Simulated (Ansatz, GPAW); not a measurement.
# Dielectric function and optical constants of Ca3GeP (model structure), part 3 of 3

Aim: the dielectric function of Ca3GeP (model structure), and the optical constants that follow from it. The structure is a model built here, which may or may not match a known phase. It was built so: All N replaced by P in the Pm-3m structure of Ca3GeN. The cell is first relaxed with Ansatz.

GPAW 26.7.0; DFT, RPBE, plane-wave PAW (GPAW data sets), scalar-relativistic, RPA, optical limit.

So far. Step 3 (Ground state): There are states at the Fermi level within the smearing, so the occupations stay smeared and the carriers get a Drude term.

### Step 5. Dielectric function, RPA

Transitions between filled and empty bands, summed over the zone, give the optical response, so mesh, band count and broadening shape it.

The induced potential is part of this response.

This step: DFT, RPBE, plane-wave PAW (GPAW data sets), scalar-relativistic, RPA, optical limit (GPAW 26.7.0).

Input file df.py:

```python
from gpaw.response.df import DielectricFunction

df = DielectricFunction('full.gpw', frequencies={'type': 'nonlinear', 'domega0': 0.03, 'omega2': 8},
                        ecut=80,
                        eta=0.15,
                        nbands=72,
                        rate=0.1,
                        txt='df.txt')
for direction in ['x']:
    df.get_dielectric_function(xc='RPA', direction=direction, filename=f'df_{direction}.csv')
```

Run with:

```console
$ OMP_NUM_THREADS=1 python df.py
```

Numbers of over 12 decimals in the logs are rounded to 6 here.

Log:

```text
Using integrator: PointIntegrator
NonLinearFrequencyDescriptor(from 0.000 to 62.066 eV, 492 points)
Nonperiodic BCs:  [False False False]
Using integrator: PointIntegrator
NonLinearFrequencyDescriptor(from 0.000 to 62.066 eV, 492 points)
Nonperiodic BCs:  [False False False]
Using integrator: PointIntegrator

Calculating chi0 body with:
    Ground state adapter containing:
    Number of spins: 1
    Number of kpoints: 216
    Number of irreducible kpoints: 20
    Number of completely occupied states: 17
    Number of partially occupied states: 20

    Linear response parametrization:
    q_c: [0.0, 0.0, 0.0]
    Number of frequency points: 492
    Planewave cutoff: 80.0
    Number of bands: 72
    Number of planewaves: 251
    Broadening (eta): 0.15

Integrating chi0 body.

Symmetries of q_c:
    Direct symmetries (Uq -> q): 48
    Indirect symmetries (TUq -> q): 0
In total 48 allowed symmetries.

20 groups of equivalent kpoints. 90.740741% reduction.

Integral kind: spectral function

Calculating chi0 optical extensions with:
    Ground state adapter containing:
    Number of spins: 1
    Number of kpoints: 216
    Number of irreducible kpoints: 20
    Number of completely occupied states: 17
    Number of partially occupied states: 20

    Linear response parametrization:
    Number of frequency points: 492
    Planewave cutoff: 80.0
    Number of bands: 72
    Number of planewaves: 251
    Broadening (eta): 0.15
Integrating chi0 head and wings.

Symmetries of q_c:
    Direct symmetries (Uq -> q): 48
    Indirect symmetries (TUq -> q): 0
In total 48 allowed symmetries.

20 groups of equivalent kpoints. 90.740741% reduction.

Integral kind: spectral function wings

Calculating drude chi0 with:
    Number of frequency points:492
    Plasma frequency decay rate: 0.1 eV

    Ground state adapter containing:
    Number of spins: 1
    Number of kpoints: 216
    Number of irreducible kpoints: 20
    Number of completely occupied states: 17
    Number of partially occupied states: 20

Symmetries of q_c:
    Direct symmetries (Uq -> q): 48
    Indirect symmetries (TUq -> q): 0
In total 48 allowed symmetries.

20 groups of equivalent kpoints. 90.740741% reduction.

Integral kind: intraband
Plasma frequency:
[[1.76+0.j 0.  -0.j 0.  +0.j]
 [0.  -0.j 1.76+0.j 0.  +0.j]
 [0.  +0.j 0.  +0.j 1.76+0.j]]
```

Run time: 34 s. Hardware: 1 thread of AMD EPYC 9R14 (Zen 4), shared host; peak memory 1.7 GiB.

Read-outs, printed or worked out from the files:

* centre of weight of the strongest loss peak in the window: 11.45 eV

Some rows of df_x.csv (energy; Re and Im without local fields; Re and Im with them):

```text
0.000000, 334.179941, 0.000000, 332.323108, 0.000000
0.460735, 4.710751, 10.339118, 2.668255, 10.120483
0.943989, 3.290209, 8.060235, 1.435543, 7.746815
1.451455, 12.086031, 5.800270, 9.126772, 4.604857
1.984998, 8.123976, 14.733296, 7.244023, 10.929108
2.546682, 3.320841, 11.582541, 3.380896, 8.719997
3.138794, -2.809877, 9.577830, -0.003607, 9.561838
3.763875, -1.655159, 5.042891, -1.503976, 5.194861
4.424758, -0.379008, 3.330178, -0.589175, 3.147467
5.124608, -0.429505, 3.973956, -0.429760, 3.380167
5.866977, 0.210507, 3.197933, 0.399846, 2.514452
6.655862, -0.731440, 3.103443, -0.285357, 2.684798
7.495775, -1.216274, 2.379536, -0.567476, 2.601324
8.391833, -0.762884, 1.385782, -0.647619, 1.469007
9.349861, -0.213894, 0.901615, -0.109882, 0.774546
10.376517, -0.191342, 0.458166, -0.298746, 0.563428
11.479449, 0.205089, 0.478792, 0.244089, 0.357904
12.667487, 0.207995, 0.342159, 0.257618, 0.401891
13.950874, 0.429732, 0.333828, 0.545999, 0.254755
```

The Im ε, E ∥ x has structure finer than the step of the table below, so its rows give means over 0.5 eV, whole bins alone (the curve runs from 0.305 to 15.0 eV). Peaks (eV: height): 0.75: 14.1, 1.99: 10.9.

Sum at mesh points, not converged in k. Im ε, E ∥ x against photon energy; means over each step:

photon energy (eV), Im ε, E ∥ x and a bar:
```
      1.0        7.4 ######################
      1.5        5.4 ################
      2.0        9.9 ##############################
      2.5        9.3 ############################
      3.0        9.7 #############################
      3.5        6.8 ####################
      4.0        4.2 ############
      4.5        3.2 #########
      5.0        3.4 ##########
      5.5        2.6 #######
      6.0        2.7 #######
      6.5        2.7 ########
      7.0        2.5 #######
      7.5        2.4 #######
      8.0        1.7 #####
      8.5        1.3 ###
      9.0        0.9 ##
      9.5        0.9 ##
     10.0        1.0 ##
     10.5        0.5 #
     11.0        0.4 
     11.5        0.4 
     12.0        0.5 #
     12.5        0.5 #
     13.0        0.3 
     13.5        0.2 
     14.0        0.3 
     14.5        0.3
```

Values under 1 per cm are given as 1; sum at mesh points, not converged in k. Table of absorption coefficient, E ∥ x by photon energy:

| photon energy (eV) | absorption coefficient, E ∥ x (1/cm) |
| --- | --- |
| 0.492 | 87776 |
| 1.010 | 1.4e5 |
| 1.486 | 1.2e5 |
| 1.985 | 3.4e5 |
| 2.508 | 4.5e5 |
| 3.018 | 6.4e5 |
| 3.510 | 7.6e5 |
| 3.980 | 7.1e5 |
| 4.516 | 5.9e5 |
| 4.981 | 6.8e5 |
| 5.515 | 6.4e5 |
| 6.021 | 6.9e5 |
| 6.494 | 7.9e5 |
| 6.985 | 7.8e5 |
| 7.496 | 9.7e5 |
| 8.026 | 9.1e5 |
| 8.516 | 9.2e5 |
| 9.023 | 7.3e5 |
| 9.483 | 6.1e5 |
| 10.026 | 8.4e5 |
| 10.519 | 6.4e5 |
| 11.029 | 4.5e5 |
| 11.479 | 3.6e5 |
| 12.023 | 4.3e5 |
| 12.504 | 4.9e5 |
| 13.000 | 3.3e5 |
| 13.512 | 2.4e5 |
| 14.040 | 2.4e5 |
| 14.493 | 2.6e5 |

The loss function −Im 1/ε at q → 0, E ∥ x has structure finer than the step of the table below, so its rows give means over 0.5 eV, whole bins alone (the curve runs from 0.305 to 15.0 eV). Peaks (eV: height): 9.42: 1.27, 10.95: 2.44, 12.67: 1.76.

Sum at mesh points, not converged in k. The loss function −Im 1/ε at q → 0, E ∥ x by energy loss; means over each step:

| energy loss (eV) | loss function −Im 1/ε at q → 0, E ∥ x |
| --- | --- |
| 1.0 | 0.105 |
| 1.5 | 0.0507 |
| 2.0 | 0.0664 |
| 2.5 | 0.0930 |
| 3.0 | 0.100 |
| 3.5 | 0.140 |
| 4.0 | 0.218 |
| 4.5 | 0.310 |
| 5.0 | 0.293 |
| 5.5 | 0.387 |
| 6.0 | 0.374 |
| 6.5 | 0.364 |
| 7.0 | 0.403 |
| 7.5 | 0.379 |
| 8.0 | 0.498 |
| 8.5 | 0.590 |
| 9.0 | 0.952 |
| 9.5 | 1.13 |
| 10.0 | 0.912 |
| 10.5 | 1.71 |
| 11.0 | 2.37 |
| 11.5 | 1.80 |
| 12.0 | 1.27 |
| 12.5 | 1.60 |
| 13.0 | 1.56 |
| 13.5 | 0.983 |
| 14.0 | 0.696 |
| 14.5 | 0.647 |

The reflectivity at normal incidence, E ∥ x has structure finer than the step of the table below, so its rows give means over 0.5 eV, whole bins alone (the curve runs from 0.305 to 15.0 eV). Peaks (eV: height): 0.78: 43.3, 3.47: 44.3, 5.17: 28.8, 8.77: 35.5, 10.31: 33.9.

Sum at mesh points, not converged in k. Reflectivity at normal incidence, E ∥ x against photon energy; means over each step:

photon energy (eV), reflectivity at normal incidence, E ∥ x (%) and a bar:
```
      1.0       30.7 #####################
      1.5       29.2 ####################
      2.0       36.3 #########################
      2.5       35.5 #########################
      3.0       39.8 ############################
      3.5       42.8 ##############################
      4.0       37.4 ##########################
      4.5       27.6 ###################
      5.0       26.6 ##################
      5.5       24.4 ################
      6.0       20.7 ##############
      6.5       23.1 ###############
      7.0       23.3 ################
      7.5       29.0 ####################
      8.0       31.3 #####################
      8.5       32.6 ######################
      9.0       30.4 #####################
      9.5       18.1 ############
     10.0       24.7 #################
     10.5       29.8 ####################
     11.0       18.3 ############
     11.5        9.8 ######
     12.0        6.8 ###
     12.5        9.6 #####
     13.0        7.9 ####
     13.5        4.6 ##
     14.0        2.7 
     14.5        2.3
```

The Im ε, E ∥ x has structure finer than the step of the table below, so its rows give means over 0.5 eV, whole bins alone (the curve runs from 0.305 to 15.0 eV). Peaks (eV: height): without local fields 0.75: 14.7, 1.99: 14.7, 2.74: 13.4; with local fields 0.75: 14.1, 1.99: 10.9.

Sum at mesh points, not converged in k. Im ε, E ∥ x against photon energy; means over each step:

| photon energy (eV) | without local fields | with local fields |
| --- | --- | --- |
| 1.0 | 7.79 | 7.38 |
| 1.5 | 6.95 | 5.44 |
| 2.0 | 13.3 | 9.89 |
| 2.5 | 12.3 | 9.29 |
| 3.0 | 11.1 | 9.71 |
| 3.5 | 6.14 | 6.80 |
| 4.0 | 4.24 | 4.23 |
| 4.5 | 3.50 | 3.17 |
| 5.0 | 3.97 | 3.39 |
| 5.5 | 3.10 | 2.57 |
| 6.0 | 3.23 | 2.66 |
| 6.5 | 3.20 | 2.73 |
| 7.0 | 2.76 | 2.47 |
| 7.5 | 2.25 | 2.45 |
| 8.0 | 1.53 | 1.70 |
| 8.5 | 1.27 | 1.34 |
| 9.0 | 0.909 | 0.865 |
| 9.5 | 0.998 | 0.882 |
| 10.0 | 0.762 | 1.01 |
| 10.5 | 0.448 | 0.521 |
| 11.0 | 0.473 | 0.401 |
| 11.5 | 0.516 | 0.368 |
| 12.0 | 0.553 | 0.488 |
| 12.5 | 0.409 | 0.477 |
| 13.0 | 0.290 | 0.317 |
| 13.5 | 0.284 | 0.245 |
| 14.0 | 0.332 | 0.257 |
| 14.5 | 0.255 | 0.282 |

Optical constants at common wavelengths, from n + ik = √ε:

| wavelength (nm) | n | k | R (%) | 1/α |
| --- | --- | --- | --- | --- |
| 1550 | 2.94 | 2.267 | 43.1 | 54 nm |
| 1064 | 2.39 | 0.806 | 21.3 | 105 nm |
| 800 | 3.24 | 0.944 | 31.3 | 67 nm |
| 633 | 3.25 | 1.651 | 37.5 | 30 nm |
| 365 | 1.74 | 2.216 | 44.0 | 13 nm |
| 308 | 1.17 | 1.702 | 38.5 | 14 nm |
| 248 | 1.32 | 1.357 | 26.9 | 15 nm |

In reflection the computed colour is grey: x = 0.315, y = 0.327, luminous reflectivity 36 %.

### Step 6. What came out

```json
{"centre of weight of the strongest loss peak in the window, first axis": "11.4 eV"}
```

What this shows: At this level (RPBE, RPA) Ca3GeP is a metal. The mesh is too coarse to trust the carriers' weight, the reflectivity or the colour to better than tens of per cent. The cell grew by 31.6 % in volume. In reflection the computed colour is grey: x = 0.315, y = 0.327, luminous reflectivity 36 %. The carriers' damping of 0.1 eV is typed, not computed; it shapes the response at the lowest energies. The cell grew by 32 % in the relaxation, which can come from the guessed start or, where layers or molecules are weakly bound, from the missing dispersion term; a larger cell lowers ε. GPAW's carrier term has the form −ωp²/(ω + i·rate)², which damps like twice the rate and fails at low energy, so the curves leave the lowest energies out. The sum runs over mesh points 0.19 Å⁻¹ apart with no interpolation, so peaks are partly noise of the mesh, and the Drude plasma energy, a sum over the Fermi surface, isn't converged.

[Machine, clock and banner lines and Python warnings are left out of the logs.]

[Logs are printed without paths, hosts, clocks, repeated set-up lines and the standing remarks that a program may print on its own settings, such as how far it seeks lower states.]

[Hosts, paths, dates, database ids (printed as entryN), source tags and the programs' standing remarks are cut or masked in the printed files.]
